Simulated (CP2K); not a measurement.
Consider methyl thiocyanate at its PBE geometry (Å).

```xyz
7

C    -0.9797    0.0064   -0.0210
S     0.4156   -1.1584    0.1533
C     1.7117   -0.0867    0.0469
N     2.6501    0.6139   -0.0233
H    -0.9392    0.5105   -0.9917
H    -1.8807   -0.6165    0.0363
H    -0.9779    0.7307    0.7996
```

Method: CP2K XAS_TDP, all-electron GAPW, PBEh(45%), aug-cc-pVDZ, TDA, no relativity.

Question: Predict the bright core excitations at the C K edge.

Leading lines: C1 283.09 eV and C3 282.38 eV. The leading line of an atom is its first one with 35 % of the strongest within 2.5 eV of its lowest line over the strength cut. 

The first six lines of each atom with a strength over 0.0015:

```csv
atom,energy (eV),states,"strength, one atom"
C1 (bonded to S and 3 H),283.09,1,0.0443
,284.90,1,0.0089
,285.69,1,0.0234
,285.81,1,0.0242
,286.12,1,0.0023
,286.58,1,0.0016
C3 (bonded to N and S),282.38,1,0.0435
,283.04,1,0.0573
,284.63,1,0.0177
,286.02,1,0.0084
,286.32,1,0.0041
,288.26,1,0.0019
```

Lines are vertical, at one geometry, with no vibrational structure. Without a correction of the core level, line positions, and the gaps between valence and Rydberg lines, follow the share of exact exchange. At this level such K lines come out 3 to 6 eV under measured ones. These values hold no scalar relativity, about 0.1 eV for C 1s. Rydberg lines, and the discretised continuum above threshold, depend on the basis and the box.

[Banner, clock and machine lines of the logs are left out without a mark of their own.]

[Logs are printed without paths, hosts, clocks, repeated set-up lines and the standing remarks that a program may print on its own settings, such as how far it seeks lower states.]

[Hosts, paths, dates, database ids (printed as entryN), source tags and the programs' standing remarks are cut or masked in the printed files.]
